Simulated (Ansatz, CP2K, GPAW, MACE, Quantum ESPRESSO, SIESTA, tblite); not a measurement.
**Other levels on Σ7 (111) twist boundary in a Pd-Ir solid solution (84 atoms)**

The cell holds 84 atoms: 44 Pd and 40 Ir. Cell: a = 7.232 Å, b = 7.232 Å, c = 27.381 Å, α = 90.0°, β = 90.0°, γ = 120.0°. Fcc Pd lattice (a = 3.8655 Å, the value set for the mixture); two grains turned against each other by 81.79 deg about [111]; 1 x 1 coincidence cells, 2 lattice periods a grain, two boundaries a cell, upper grain shifted by [0, 0] of the boundary cell and opened by 0.3 Å, one atom of each pair nearer than 2.05 Å removed; 40 of 84 Pd sites given to Ir at random (lattice constant by Vegard's rule between Pd and Ir); not relaxed, displaced by a Gaussian of 0.02 Å. Then every atom was moved at random, 0.03 Å r.m.s. a Cartesian component. Regions: lower grain, 42 atoms (22 Pd and 20 Ir); upper grain, 42 atoms (20 Ir and 22 Pd).

Geometry: as built.

The reference, a calculation:

- method: Kohn-Sham DFT, PBE, SSSP efficiency 1.3.0 pseudopotentials, plane waves (Quantum ESPRESSO 7.5); sssp-pbe-1.3.0-efficiency, cutoffs 45/360 Ry, Γ point
- r.m.s. force component: 0.6577 eV/Å
- longest force: 2.64 eV/Å
- pressure: 3.737 GPa
- time: 8.6 min on 4 MPI ranks of Arm Neoverse V1, shared host
- CPU time: 34 min

Runs, in no order:
A. MACE MPA-0 medium potential: machine-learned interatomic potential MACE MPA-0 medium, trained on PBE(+U) plane-wave data
B. SIESTA PBE, DZP, shift 0.01 Ry, mesh 300 Ry: Kohn-Sham DFT, PBE, PseudoDojo 0.4.1 norm-conserving pseudopotentials (converted to PSML), numerical atomic orbitals (DZP), diagonalisation
C. SIESTA PBE, SZ, shift 0.01 Ry, mesh 300 Ry: Kohn-Sham DFT, PBE, PseudoDojo 0.4.1 norm-conserving pseudopotentials (converted to PSML), numerical atomic orbitals (SZ), diagonalisation

In doubt: a PseudoDojo file used here is known to give poor structures and forces (SIESTA), which bears on pressures, cells, forces and phonons.

**Question.** Rank the runs by how far their forces lie from the reference's, least first.

B, A, C.

```
                                           run  Δ force, r.m.s. (meV/Å)  share of r.m.s. force (%)  CPU time
B. SIESTA PBE, DZP, shift 0.01 Ry, mesh 300 Ry                      129                       19.6    14 min
                A. MACE MPA-0 medium potential                      213                       32.4     8.8 s
 C. SIESTA PBE, SZ, shift 0.01 Ry, mesh 300 Ry                      423                       64.3   3.3 min
```

Machine-learned potentials mimic data converged in k, so the reference's own k-point error enters their differences. The electronic-structure runs sample only Γ, in a cell whose shortest periodic width is 6 Å, which is coarse for a cell with partly filled levels.

[Logs are printed without paths, hosts, clocks, repeated set-up lines and the standing remarks that a program may print on its own settings, such as how far it seeks lower states.]

[Hosts, paths, dates, database ids (printed as entryN), source tags and the programs' standing remarks are cut or masked in the printed files.]
